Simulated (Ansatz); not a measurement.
## LiNb3: relaxing a made-up structure

Starting from a made-up structure for LiNb3, the aim is the relaxed cell, its shortest contacts and, where a second run follows, its electronic structure.

Main program and level: Ansatz 0.2.0; DFT, PBE, plane-wave PAW, files of the set soft_1, scalar-relativistic, no spin, cell and ions relaxed at zero pressure; PAW set soft_1, in the first sound run; inputs show where later runs differ.

## Step 1: The starting structure

It takes space group P4/mmm (No. 123, tetragonal). The conventional cell has a = 4.304 Å, b = 4.304 Å, c = 4.030 Å, α = 90.00°, β = 90.00°, γ = 90.00°. Nearest to Nb lie 8 Nb at 2.95 Å and 4 Li at 3.04 Å. Nb has 8 Nb at 2.95 to 3.04 Å and 4 Li at 2.95 Å nearest. Li has 12 Nb at 2.95 to 3.04 Å nearest. Farther neighbours are not listed.

## Step 2: Relaxation of the guess

The guess takes its coordinates from another compound and its volume from a rule, so the cell and any free coordinates are relaxed together.

Contents of input.yaml:

```yaml
crystal:
  lattice:
    - [4.304, 0.0, 0.0]
    - [0.0, 4.304, 0.0]
    - [0.0, 0.0, 4.03]
  atoms:
    - { symbol: Nb, position: [0.5, 0.5, 0.0] }
    - { symbol: Nb, position: [0.5, 0.0, 0.5] }
    - { symbol: Nb, position: [0.0, 0.5, 0.5] }
    - { symbol: Li, position: [0.0, 0.0, 0.0] }
kpoints:
  mp_grid: { grid: [6, 6, 7] }
scf:
  occupations: { method: fermi_dirac, width: 0.05 }
hamiltonian:
  xc: pbe
  pseudopotentials: { kind: paw, azcp: { folder: soft_1 } }
relax:
  f_tol: 0.015
  max_steps: 70
  cell: {}
output:
  forces: true
  stress: true
```

Started as:

```console
ansatz run input.yaml --threads 4 --pin off --max-ram 8192MiB --backend cpu --events-out ev --progress --plain --runs-dir out
```

Numbers of over 12 decimals in the logs are rounded to 6 here.

The program printed:

```text
Engine: ansatz 0.2.0, aarch64-unknown-linux-gnu
Pseudopotentials: kind: paw
Pseudopotential: Nb, paw, valence charge 13, recommended cutoff 420 eV (normal), soft_1/Nb.paw.azcp
Pseudopotential: Li, paw, valence charge 3, recommended cutoff 420 eV (normal), soft_1/Li.paw.azcp
Functional definition: PBE
  parameter kappa = 0.804
  parameter beta = 0.066725
  exchange = pbe_x(kappa = kappa, mu = beta*pi^2/3)
  correlation = pbe_c(beta = beta)
Crystal: 4 atoms, lattice volume = 74.653 Å³
Basis set: ecut = 420 eV, 1461 PW (Γ), exchange–correlation on 60×60×54 points (8 copies of the dense FFT grid, shifted against one another)
Bands: 26, of which v1, the nominal top of the filled ones, is band 21 counted from 1 (20 counted from 0)
Symmetry: 16 space group operations
Space group: P4/mmm (ITA 123), of the structure as read, at distance tolerance 4.2e-5 Å
k-points: 40 of 252
Non-local potential: Nb, projectors of the file, l = 0: 3, l = 1: 2, l = 2: 2, l = 3: 1
Non-local potential: Li, projectors of the file, l = 0: 3, l = 1: 2, l = 2: 1
PAW form: soft (Blöchl's): semilocal exchange-correlation on the pseudo side does not see the compensation charge
PAW one-centre angular grid: Nb, 590 points (default); XC on 64 Gauss nodes
PAW one-centre angular grid: Li, 110 points (default); XC on 96 Gauss nodes
Initial density: superposition of atomic densities (chi_scale 0.1, normalization cell, long waves kept (reshape's long-wave potential 0.00 eV rms))
Initial wavefunctions: pseudopotential atomic-orbital guess
Functional: x = pbe(κ = 0.804, μ = 0.219515), c = pbe(β = 0.066725)
SCF iter   1: F=—  HF=-13862.565097 eV  |F-HF|=—  |Δ(HF+E_count)|=         —  Δρ=8.07e-2  dr2=7.85e0  ethr=3.10e-3  ⟨swp⟩=4.9  Hψ=3806  notcnv=0
preconditioner: auto → Kerker (q_TF=auto, 2.479 Å⁻¹)  [metal: Δε(μ)=0.006 eV  Ē_g=3.413 eV  σ=0.050 eV  W_gap=0.03  n_scr=18 (ndim 8)  ℏωp=17.2 eV  f_vac=0.000  D(μ)=5.19/eV (n_scr^D=56)]
SCF iter   2: F=—  HF=-13860.701748 eV  |F-HF|=—  |Δ(HF+E_count)|=    1.86e0  Δρ=4.44e-2  dr2=2.24e0  ethr=3.10e-3  ⟨swp⟩=2.4  Hψ=2184  notcnv=0  defer=1
SCF iter   3: F=—  HF=-13860.068105 eV  |F-HF|=—  |Δ(HF+E_count)|=   6.34e-1  Δρ=6.89e-3  dr2=3.15e-2  ethr=3.10e-3  ⟨swp⟩=3.2  Hψ=2079  notcnv=0  defer=1
SCF iter   4: F=—  HF=-13860.066101 eV  |F-HF|=—  |Δ(HF+E_count)|=   2.00e-3  Δρ=1.42e-3  dr2=2.88e-3  ethr=7.51e-5  ⟨swp⟩=3.0  Hψ=2208  notcnv=0  defer=1
SCF iter   5: F=—  HF=-13860.065743 eV  |F-HF|=—  |Δ(HF+E_count)|=   3.58e-4  Δρ=5.52e-4  dr2=4.18e-4  ethr=6.86e-6  ⟨swp⟩=2.0  Hψ=1299  notcnv=0  defer=1
SCF iter   6: F=—  HF=-13860.065681 eV  |F-HF|=—  |Δ(HF+E_count)|=   6.25e-5  Δρ=1.83e-4  dr2=3.45e-5  ethr=9.95e-7  ⟨swp⟩=2.0  Hψ=1597  notcnv=0  defer=1
SCF iter   7: F=—  HF=-13860.065669 eV  |F-HF|=—  |Δ(HF+E_count)|=   1.21e-5  Δρ=2.96e-5  dr2=5.06e-7  ethr=8.23e-8  ⟨swp⟩=2.0  Hψ=1700  notcnv=0  defer=1
SCF iter   8: F=-13860.065669 eV  HF=-13860.065669 eV  |F-HF|=2.46e-9  |Δ(HF+E_count)|=   1.37e-7  Δρ=5.71e-6  dr2=2.20e-8  ethr=2.38e-10  ⟨swp⟩=4.0  Hψ=3213  notcnv=0
SCF 1 converged in 8 iterations: F = -13860.065669 eV  dr2 = 2.20e-8
  greatest PAW one-centre occupation: 1.000 electrons in one spin orbital (limit 2), on the Li atom at site 3 (counted from 0), in its partial waves of l = 0
relax step   1: F+E_penalty+E_count = -13860.06566875 eV  Δ(F+E_penalty+E_count) = +0.000e0 eV  max|allowed force component| = 8.214e-29 eV/Å  Δτ_max = 0.0000 Å  P = -9.242 GPa  Ω = 74.653 Å³  (8 SCF iters, dr2 threshold 1.00e-7 eV, accepted)
Crystal: 4 atoms, lattice volume = 66.338 Å³
Basis set: ecut = 420 eV, 1309 PW (Γ), exchange–correlation on 60×60×54 points (8 copies of the dense FFT grid, shifted against one another)
Initial density: handed on by an earlier stage of this run
Initial wavefunctions: those handed on with the density
iter 1 solved again at ethr=5.91e-5 eV; its pass at ethr=3.10e-3 eV (dr2=2.48e-2 eV) is discarded
SCF iter   1: F=—  HF=-13860.261043 eV  |F-HF|=—  |Δ(HF+E_count)|=         —  Δρ=5.39e-3  dr2=2.48e-2  ethr=5.91e-5  ⟨swp⟩=1.1  Hψ=5676  notcnv=0
preconditioner: auto → Kerker (q_TF=auto, 2.528 Å⁻¹)  [metal: Δε(μ)=0.024 eV  Ē_g=3.408 eV  σ=0.050 eV  W_gap=0.12  n_scr=18 (ndim 8)  ℏωp=18.2 eV  f_vac=0.000  D(μ)=3.74/eV (n_scr^D=30)]
SCF iter   2: F=—  HF=-13860.258805 eV  |F-HF|=—  |Δ(HF+E_count)|=   2.24e-3  Δρ=3.22e-3  dr2=8.43e-3  ethr=5.90e-5  ⟨swp⟩=1.1  Hψ=1043  notcnv=0
SCF iter   3: F=—  HF=-13860.257781 eV  |F-HF|=—  |Δ(HF+E_count)|=   1.02e-3  Δρ=4.86e-4  dr2=3.01e-4  ethr=2.01e-5  ⟨swp⟩=2.0  Hψ=1296  notcnv=0
SCF iter   4: F=—  HF=-13860.257711 eV  |F-HF|=—  |Δ(HF+E_count)|=   7.01e-5  Δρ=1.24e-4  dr2=1.38e-5  ethr=7.16e-7  ⟨swp⟩=2.0  Hψ=1362  notcnv=0
SCF iter   5: F=—  HF=-13860.257709 eV  |F-HF|=—  |Δ(HF+E_count)|=   1.54e-6  Δρ=3.41e-5  dr2=9.55e-7  ethr=3.30e-8  ⟨swp⟩=2.0  Hψ=1737  notcnv=0
SCF iter   6: F=-13860.257709 eV  HF=-13860.257709 eV  |F-HF|=7.62e-9  |Δ(HF+E_count)|=   9.32e-8  Δρ=6.64e-6  dr2=3.07e-8  ethr=9.52e-10  ⟨swp⟩=4.0  Hψ=3100  notcnv=0
SCF 2 converged in 6 iterations: F = -13860.257709 eV  dr2 = 3.07e-8
relax step   2: F+E_penalty+E_count = -13860.25770904 eV  Δ(F+E_penalty+E_count) = -1.920e-1 eV  max|allowed force component| = 4.339e-30 eV/Å  Δτ_max = 0.0000 Å  P = +3.917 GPa  Ω = 66.338 Å³  energy of the carried Pulay correction = +8.345e-4 eV  (6 SCF iters, dr2 threshold 4.00e-7 eV, accepted)
Crystal: 4 atoms, lattice volume = 68.059 Å³
Basis set: ecut = 420 eV, 1333 PW (Γ), exchange–correlation on 60×60×54 points (8 copies of the dense FFT grid, shifted against one another)
iter 1 solved again at ethr=7.27e-5 eV; its pass at ethr=3.10e-3 eV (dr2=3.05e-2 eV) is discarded
SCF iter   1: F=—  HF=-13860.342318 eV  |F-HF|=—  |Δ(HF+E_count)|=         —  Δρ=4.80e-3  dr2=3.04e-2  ethr=7.27e-5  ⟨swp⟩=1.0  Hψ=5774  notcnv=0
preconditioner: auto → Kerker (q_TF=auto, 2.517 Å⁻¹)  [metal: Δε(μ)=0.035 eV  Ē_g=3.324 eV  σ=0.050 eV  W_gap=0.17  n_scr=18 (ndim 8)  ℏωp=18.0 eV  f_vac=0.000  D(μ)=3.85/eV (n_scr^D=30)]
SCF iter   2: F=—  HF=-13860.339761 eV  |F-HF|=—  |Δ(HF+E_count)|=   2.56e-3  Δρ=2.50e-3  dr2=6.85e-3  ethr=7.23e-5  ⟨swp⟩=1.2  Hψ=1052  notcnv=0
SCF iter   3: F=—  HF=-13860.339060 eV  |F-HF|=—  |Δ(HF+E_count)|=   7.01e-4  Δρ=4.84e-4  dr2=1.75e-4  ethr=1.63e-5  ⟨swp⟩=2.0  Hψ=1206  notcnv=0
SCF iter   4: F=—  HF=-13860.339045 eV  |F-HF|=—  |Δ(HF+E_count)|=   1.45e-5  Δρ=6.98e-5  dr2=4.37e-6  ethr=4.17e-7  ⟨swp⟩=2.4  Hψ=1543  notcnv=0
iter 5 did not close the SCF: its close was put off for the readings that it lacked (scf_convergence_deferred on its scf_iter line)
SCF iter   5: F=-13860.339045 eV  HF=-13860.339045 eV  |F-HF|=1.50e-7  |Δ(HF+E_count)|=   1.71e-7  Δρ=1.89e-5  dr2=3.66e-7  ethr=1.04e-8  ⟨swp⟩=2.2  Hψ=1577  notcnv=0
SCF iter   6: F=-13860.339045 eV  HF=-13860.339045 eV  |F-HF|=5.37e-9  |Δ(HF+E_count)|=   6.30e-8  Δρ=4.93e-6  dr2=1.98e-8  ethr=8.71e-10  ⟨swp⟩=2.0  Hψ=3731  notcnv=0
SCF 3 converged in 6 iterations: F = -13860.339045 eV  dr2 = 1.98e-8
relax step   3: F+E_penalty+E_count = -13860.33904516 eV  Δ(F+E_penalty+E_count) = -8.134e-2 eV  max|allowed force component| = 1.330e-29 eV/Å  Δτ_max = 0.0000 Å  P = +0.293 GPa  Ω = 68.059 Å³  energy of the carried Pulay correction = +6.500e-4 eV  (6 SCF iters, dr2 threshold 4.00e-7 eV, accepted)
Crystal: 4 atoms, lattice volume = 68.138 Å³
Basis set: ecut = 420 eV, 1315 PW (Γ), exchange–correlation on 60×60×54 points (8 copies of the dense FFT grid, shifted against one another)
iter 1 solved again at ethr=3.13e-4 eV; its pass at ethr=3.10e-3 eV (dr2=1.32e-1 eV) is discarded
SCF iter   1: F=—  HF=-13860.445467 eV  |F-HF|=—  |Δ(HF+E_count)|=         —  Δρ=9.34e-3  dr2=1.31e-1  ethr=3.13e-4  ⟨swp⟩=1.0  Hψ=6557  notcnv=0
preconditioner: auto → Kerker (q_TF=auto, 2.517 Å⁻¹)  [metal: Δε(μ)=0.032 eV  Ē_g=3.331 eV  σ=0.050 eV  W_gap=0.16  n_scr=18 (ndim 8)  ℏωp=18.0 eV  f_vac=0.000  D(μ)=3.71/eV (n_scr^D=30)]
SCF iter   2: F=—  HF=-13860.433637 eV  |F-HF|=—  |Δ(HF+E_count)|=   1.18e-2  Δρ=4.52e-3  dr2=2.51e-2  ethr=3.12e-4  ⟨swp⟩=1.3  Hψ=1059  notcnv=0
SCF iter   3: F=—  HF=-13860.430817 eV  |F-HF|=—  |Δ(HF+E_count)|=   2.82e-3  Δρ=1.03e-3  dr2=8.50e-4  ethr=5.97e-5  ⟨swp⟩=2.0  Hψ=1153  notcnv=0
SCF iter   4: F=—  HF=-13860.430725 eV  |F-HF|=—  |Δ(HF+E_count)|=   9.21e-5  Δρ=1.49e-4  dr2=1.82e-5  ethr=2.02e-6  ⟨swp⟩=2.2  Hψ=1291  notcnv=0
SCF iter   5: F=—  HF=-13860.430768 eV  |F-HF|=—  |Δ(HF+E_count)|=   4.31e-5  Δρ=3.85e-5  dr2=1.47e-6  ethr=4.34e-8  ⟨swp⟩=2.0  Hψ=1507  notcnv=0
SCF iter   6: F=-13860.430768 eV  HF=-13860.430768 eV  |F-HF|=1.26e-8  |Δ(HF+E_count)|=   3.09e-7  Δρ=9.76e-6  dr2=6.90e-8  ethr=9.52e-10  ⟨swp⟩=4.1  Hψ=3693  notcnv=0
SCF 4 converged in 6 iterations: F = -13860.430768 eV  dr2 = 6.90e-8
relax step   4: F+E_penalty+E_count = -13860.43076792 eV  Δ(F+E_penalty+E_count) = -9.172e-2 eV  max|allowed force component| = 4.733e-30 eV/Å  Δτ_max = 0.0000 Å  P = -0.038 GPa  Ω = 68.138 Å³  energy of the carried Pulay correction = +6.354e-4 eV  (6 SCF iters, dr2 threshold 4.00e-7 eV, accepted)
Crystal: 4 atoms, lattice volume = 67.695 Å³
Basis set: ecut = 420 eV, 1339 PW (Γ), exchange–correlation on 60×60×54 points (8 copies of the dense FFT grid, shifted against one another)
iter 1 solved again at ethr=2.16e-4 eV; its pass at ethr=3.10e-3 eV (dr2=9.07e-2 eV) is discarded
SCF iter   1: F=—  HF=-13860.480499 eV  |F-HF|=—  |Δ(HF+E_count)|=         —  Δρ=8.21e-3  dr2=9.05e-2  ethr=2.16e-4  ⟨swp⟩=1.3  Hψ=6594  notcnv=0
preconditioner: auto → Kerker (q_TF=auto, 2.520 Å⁻¹)  [metal: Δε(μ)=0.007 eV  Ē_g=3.342 eV  σ=0.050 eV  W_gap=0.03  n_scr=18 (ndim 8)  ℏωp=18.1 eV  f_vac=0.000  D(μ)=3.50/eV (n_scr^D=30)]
SCF iter   2: F=—  HF=-13860.472257 eV  |F-HF|=—  |Δ(HF+E_count)|=   8.24e-3  Δρ=4.23e-3  dr2=1.98e-2  ethr=2.15e-4  ⟨swp⟩=1.2  Hψ=1047  notcnv=0
SCF iter   3: F=—  HF=-13860.469977 eV  |F-HF|=—  |Δ(HF+E_count)|=   2.28e-3  Δρ=9.01e-4  dr2=7.50e-4  ethr=4.70e-5  ⟨swp⟩=1.8  Hψ=1121  notcnv=0
SCF iter   4: F=—  HF=-13860.469870 eV  |F-HF|=—  |Δ(HF+E_count)|=   1.06e-4  Δρ=1.54e-4  dr2=2.37e-5  ethr=1.79e-6  ⟨swp⟩=2.1  Hψ=1389  notcnv=0
SCF iter   5: F=—  HF=-13860.469961 eV  |F-HF|=—  |Δ(HF+E_count)|=   9.05e-5  Δρ=4.63e-5  dr2=2.11e-6  ethr=5.64e-8  ⟨swp⟩=2.0  Hψ=1724  notcnv=0
SCF iter   6: F=-13860.469960 eV  HF=-13860.469960 eV  |F-HF|=1.53e-8  |Δ(HF+E_count)|=   6.02e-7  Δρ=1.27e-5  dr2=1.19e-7  ethr=9.52e-10  ⟨swp⟩=4.7  Hψ=3742  notcnv=0
SCF 5 converged in 6 iterations: F = -13860.469960 eV  dr2 = 1.19e-7
relax step   5: F+E_penalty+E_count = -13860.46996034 eV  Δ(F+E_penalty+E_count) = -3.919e-2 eV  max|allowed force component| = 1.499e-29 eV/Å  Δτ_max = 0.0000 Å  P = +0.933 GPa  Ω = 67.695 Å³  energy of the carried Pulay correction = +6.753e-4 eV  (6 SCF iters, dr2 threshold 4.00e-7 eV, accepted)
Crystal: 4 atoms, lattice volume = 68.223 Å³
iter 1 solved again at ethr=2.44e-7 eV; its pass at ethr=3.10e-3 eV (dr2=1.03e-4 eV) is discarded
SCF iter   1: F=—  HF=-13860.471232 eV  |F-HF|=—  |Δ(HF+E_count)|=         —  Δρ=3.46e-4  dr2=9.76e-5  ethr=2.44e-7  ⟨swp⟩=2.0  Hψ=5694  notcnv=0
preconditioner: auto → Kerker (q_TF=auto, 2.516 Å⁻¹)  [metal: Δε(μ)=0.022 eV  Ē_g=3.300 eV  σ=0.050 eV  W_gap=0.11  n_scr=18 (ndim 8)  ℏωp=18.0 eV  f_vac=0.000  D(μ)=3.63/eV (n_scr^D=30)]
SCF iter   2: F=—  HF=-13860.471327 eV  |F-HF|=—  |Δ(HF+E_count)|=   9.50e-5  Δρ=2.02e-4  dr2=3.18e-5  ethr=2.32e-7  ⟨swp⟩=1.1  Hψ=1042  notcnv=0
SCF iter   3: F=—  HF=-13860.471324 eV  |F-HF|=—  |Δ(HF+E_count)|=   3.21e-6  Δρ=3.53e-5  dr2=1.51e-6  ethr=7.57e-8  ⟨swp⟩=2.0  Hψ=1298  notcnv=0
iter 4 did not close the SCF: its close was put off for the readings that it lacked (scf_convergence_deferred on its scf_iter line)
SCF iter   4: F=-13860.471324 eV  HF=-13860.471324 eV  |F-HF|=3.89e-8  |Δ(HF+E_count)|=   2.98e-7  Δρ=8.81e-6  dr2=8.65e-8  ethr=3.60e-9  ⟨swp⟩=2.1  Hψ=1340  notcnv=0
iter 5 did not close the SCF: its close was put off for the readings that it lacked (scf_convergence_deferred on its scf_iter line)
SCF iter   5: F=-13860.471324 eV  HF=-13860.471324 eV  |F-HF|=1.14e-9  |Δ(HF+E_count)|=   1.45e-8  Δρ=2.49e-6  dr2=5.00e-9  ethr=2.06e-10  ⟨swp⟩=2.0  Hψ=1611  notcnv=0
SCF iter   6: F=-13860.471324 eV  HF=-13860.471324 eV  |F-HF|=5.46e-11  |Δ(HF+E_count)|=  5.93e-10  Δρ=5.40e-7  dr2=2.28e-10  ethr=1.19e-11  ⟨swp⟩=2.0  Hψ=3348  notcnv=0
SCF 6 converged in 6 iterations: F = -13860.471324 eV  dr2 = 2.28e-10
relax step   6: F+E_penalty+E_count = -13860.47132381 eV  Δ(F+E_penalty+E_count) = -1.363e-3 eV  max|allowed force component| = 2.455e-29 eV/Å  Δτ_max = 0.0000 Å  P = -0.067 GPa  Ω = 68.223 Å³  energy of the carried Pulay correction = +6.204e-4 eV  (6 SCF iters, dr2 threshold 4.00e-7 eV, accepted)
Crystal: 4 atoms, lattice volume = 68.186 Å³
iter 1 solved again at ethr=5.72e-9 eV; its pass at ethr=3.10e-3 eV (dr2=2.40e-6 eV) is discarded
SCF iter   1: F=—  HF=-13860.471234 eV  |F-HF|=—  |Δ(HF+E_count)|=         —  Δρ=4.48e-5  dr2=1.78e-6  ethr=5.72e-9  ⟨swp⟩=2.8  Hψ=5847  notcnv=0
preconditioner: auto → Kerker (q_TF=auto, 2.517 Å⁻¹)  [metal: Δε(μ)=0.022 eV  Ē_g=3.302 eV  σ=0.050 eV  W_gap=0.11  n_scr=18 (ndim 8)  ℏωp=18.0 eV  f_vac=0.000  D(μ)=3.65/eV (n_scr^D=30)]
SCF iter   2: F=—  HF=-13860.471336 eV  |F-HF|=—  |Δ(HF+E_count)|=   1.01e-4  Δρ=2.65e-5  dr2=5.52e-7  ethr=4.23e-9  ⟨swp⟩=1.3  Hψ=1052  notcnv=0
SCF iter   3: F=—  HF=-13860.471336 eV  |F-HF|=—  |Δ(HF+E_count)|=   5.64e-8  Δρ=4.46e-6  dr2=2.30e-8  ethr=1.32e-9  ⟨swp⟩=2.0  Hψ=1219  notcnv=0
iter 4 did not close the SCF: its close was put off for the readings that it lacked (scf_convergence_deferred on its scf_iter line)
SCF iter   4: F=-13860.471336 eV  HF=-13860.471336 eV  |F-HF|=7.62e-10  |Δ(HF+E_count)|=   5.04e-9  Δρ=1.18e-6  dr2=1.50e-9  ethr=5.49e-11  ⟨swp⟩=2.0  Hψ=1682  notcnv=0
iter 5 did not close the SCF: its close was put off for the readings that it lacked (scf_convergence_deferred on its scf_iter line)
SCF iter   5: F=-13860.471336 eV  HF=-13860.471336 eV  |F-HF|=2.18e-11  |Δ(HF+E_count)|=  3.40e-10  Δρ=3.41e-7  dr2=8.52e-11  ethr=3.57e-12  ⟨swp⟩=2.0  Hψ=1744  notcnv=0
SCF iter   6: F=-13860.471336 eV  HF=-13860.471336 eV  |F-HF|=1.82e-12  |Δ(HF+E_count)|=  9.09e-12  Δρ=8.90e-8  dr2=5.70e-12  ethr=1.00e-12  ⟨swp⟩=2.0  Hψ=2875  notcnv=0
SCF 7 converged in 6 iterations: F = -13860.471336 eV  dr2 = 5.70e-12
relax step   7: F+E_penalty+E_count = -13860.47133561 eV  Δ(F+E_penalty+E_count) = -1.180e-5 eV  max|allowed force component| = 9.910e-30 eV/Å  Δτ_max = 0.0000 Å  P = +0.000 GPa  Ω = 68.186 Å³  energy of the carried Pulay correction = +6.242e-4 eV  (6 SCF iters, dr2 threshold 1.41e-8 eV, accepted)
Basis set: ecut = 420 eV, 1339 PW (Γ), exchange–correlation on 64×64×48 points (8 copies of the dense FFT grid, shifted against one another)
Initial wavefunctions: pseudopotential atomic-orbital guess (no wavefunctions were taken with the density)
iter 1 solved again at ethr=2.27e-8 eV; its pass at ethr=3.10e-3 eV (dr2=9.54e-6 eV) is discarded
SCF iter   1: F=—  HF=-13860.471250 eV  |F-HF|=—  |Δ(HF+E_count)|=         —  Δρ=1.74e-4  dr2=1.40e-6  ethr=2.27e-8  ⟨swp⟩=3.1  Hψ=6750  notcnv=0
preconditioner: auto → Kerker (q_TF=auto, 2.517 Å⁻¹)  [metal: Δε(μ)=0.022 eV  Ē_g=3.302 eV  σ=0.050 eV  W_gap=0.11  n_scr=18 (ndim 8)  ℏωp=18.0 eV  f_vac=0.000  D(μ)=3.64/eV (n_scr^D=30)]
SCF iter   2: F=—  HF=-13860.471263 eV  |F-HF|=—  |Δ(HF+E_count)|=   1.30e-5  Δρ=8.99e-5  dr2=3.69e-7  ethr=3.33e-9  ⟨swp⟩=2.7  Hψ=1331  notcnv=0
SCF iter   3: F=—  HF=-13860.471272 eV  |F-HF|=—  |Δ(HF+E_count)|=   8.77e-6  Δρ=3.53e-6  dr2=2.04e-9  ethr=8.78e-10  ⟨swp⟩=2.1  Hψ=1738  notcnv=0
SCF iter   4: F=—  HF=-13860.471272 eV  |F-HF|=—  |Δ(HF+E_count)|=   3.05e-9  Δρ=4.77e-7  dr2=5.36e-11  ethr=4.86e-12  ⟨swp⟩=2.0  Hψ=1875  notcnv=0
iter 5 did not close the SCF: its close was put off for the readings that it lacked (scf_convergence_deferred on its scf_iter line)
SCF iter   5: F=-13860.471272 eV  HF=-13860.471272 eV  |F-HF|=3.64e-12  |Δ(HF+E_count)|=  6.55e-11  Δρ=9.83e-8  dr2=6.63e-12  ethr=1.00e-12  ⟨swp⟩=1.0  Hψ=1040  notcnv=0
iter 6 did not close the SCF: its close was put off for the readings that it lacked (scf_convergence_deferred on its scf_iter line)
SCF iter   6: F=-13860.471272 eV  HF=-13860.471272 eV  |F-HF|=5.46e-12  |Δ(HF+E_count)|=  9.09e-12  Δρ=2.25e-8  dr2=8.33e-13  ethr=1.00e-12  ⟨swp⟩=1.0  Hψ=1040  notcnv=0
iter 7 did not close the SCF: its close was put off for the readings that it lacked (scf_convergence_deferred on its scf_iter line)
SCF iter   7: F=-13860.471272 eV  HF=-13860.471272 eV  |F-HF|=1.82e-12  |Δ(HF+E_count)|=  3.64e-12  Δρ=6.09e-9  dr2=4.72e-14  ethr=1.00e-12  ⟨swp⟩=1.0  Hψ=1040  notcnv=0
iter 8 did not close the SCF: its close was put off for the readings that it lacked (scf_convergence_deferred on its scf_iter line)
SCF iter   8: F=-13860.471272 eV  HF=-13860.471272 eV  |F-HF|=1.82e-12  |Δ(HF+E_count)|=  1.82e-12  Δρ=1.63e-9  dr2=2.01e-15  ethr=1.00e-12  ⟨swp⟩=1.0  Hψ=1040  notcnv=0
SCF iter   9: F=-13860.471272 eV  HF=-13860.471272 eV  |F-HF|=1.82e-12  |Δ(HF+E_count)|=    0.00e0  Δρ=3.10e-10  dr2=5.83e-17  ethr=1.00e-12  ⟨swp⟩=1.0  Hψ=2240  notcnv=0
SCF 8 converged in 9 iterations: F = -13860.471272 eV  dr2 = 5.83e-17
relax step   8: F+E_penalty+E_count = -13860.47127160 eV  Δ(F+E_penalty+E_count) = +6.401e-5 eV  max|allowed force component| = 6.385e-30 eV/Å  Δτ_max = 0.0000 Å  P = -0.002 GPa  Ω = 68.186 Å³  stress off target by 2.39e-2 GPa  SCF on the basis re-selected at this cell (its energy is not comparable with the rows above)  (9 SCF iters)
basis re-selected at this cell: Δ(F+E_penalty+E_count) = +6.401e-5 eV, ΔP = -0.002 GPa vs the last step (what re-selecting the basis moved, of the pressure what is left beyond the Pulay correction that the steps carried, after the strain that the cell walked since its last selection, with what the two solves' SCF thresholds leave and, on support functions, any second-order correction that the steps lacked; it is no measure of the basis error at this ecutwfc). The dense FFT grid was sized anew with the basis: this SCF ran on 32×32×24 points, the steps before it on 30×30×27, so part of this shift can come from that change (see relax.cell in the input reference). [rest of the remark cut]
SCF converged after 9 iterations
Free energy (F): -13860.471272 eV
Harris-Foulkes:  -13860.471272 eV  (|F-HF|=1.82e-12)
Internal energy: -13860.442727 eV  (E = F + TS)
E sigma→0 (E₀):  -13860.456999 eV
Entropy (-TS):   -0.028544 eV (-7.136 meV/atom)
Fermi energy:    14.581491 eV
--- Per-component energies (eV) ---
  E_band       = -380.561046
  E_kinetic    = 1135.162335
  E_local      = -2479.299042  (includes V_loc(G=0)·N_el)
  E_nonlocal   = 267.396819
  E_hartree    = 839.855868
  E_xc         = -505.046604
  E_vxc        = -612.070002  (∫ρ·V_xc dr)
  E_paw        = -9271.219269  (= ΣΔE_a)
  E_vpaw       = -371.463275  (= ΣTr[D̂ρ^β])
  E_aug_tail   = 0.000382  (compensation charges beyond the density's cutoff)
  E_ewald      = -3847.293216
  E_smearing   = -0.028544  (= −TS)
  E_closure    = -0.000000  (closes the sum)
  Σ components = -13860.471272   (vs F -13860.471272, Δ=0.00e0)
--- Forces (eV/Å), atoms counted from 1 ---
  atom   1  Nb    -0.00000000    -0.00000000     0.00000000
  atom   2  Nb     0.00000000    -0.00000000     0.00000000
  atom   3  Nb    -0.00000000    -0.00000000     0.00000000
  atom   4  Li    -0.00000000     0.00000000     0.00000000
  max |Σ_I F_I| component: 1.42e-29 eV/Å
--- Stress (GPa, compression-positive) ---
        0.008846       0.000000      -0.000000
        0.000000       0.008846       0.000000
       -0.000000       0.000000      -0.023901
  P = ⅓ Tr σ = -0.0021 GPa (-0.021 kbar)
--- Relaxed structure (7 steps of the walk, 7 accepted, 1 SCFs on fresh bases) ---
  F+E_penalty+E_count = -13860.47127160 eV   max|allowed force component| = 6.385e-30 eV/Å   (the final SCF, on the basis selected at the relaxed cell)
  cell:  # Å, volume = 68.1864 Å³
    - [4.496132, 0, 0]
    - [0, 4.496132, 0]
    - [0, 0, 3.373027]
  atoms:
    - { symbol: Nb, position: [0.5, 0.5, 0] }
    - { symbol: Nb, position: [0.5, 0, 0.5] }
    - { symbol: Nb, position: [0, 0.5, 0.5] }
    - { symbol: Li, position: [0, 0, 0] }
```

Run time: 6.9 s. Hardware: 4 threads of Arm Neoverse V2, shared host; peak memory 0.39 GiB; 25 s of CPU time.

(Part 1 of 2 ends here.)

[Logs are printed without paths, hosts, clocks, repeated set-up lines and the standing remarks that a program may print on its own settings, such as how far it seeks lower states.]

[Hosts, paths, dates, database ids (printed as entryN), source tags and the programs' standing remarks are cut or masked in the printed files.]
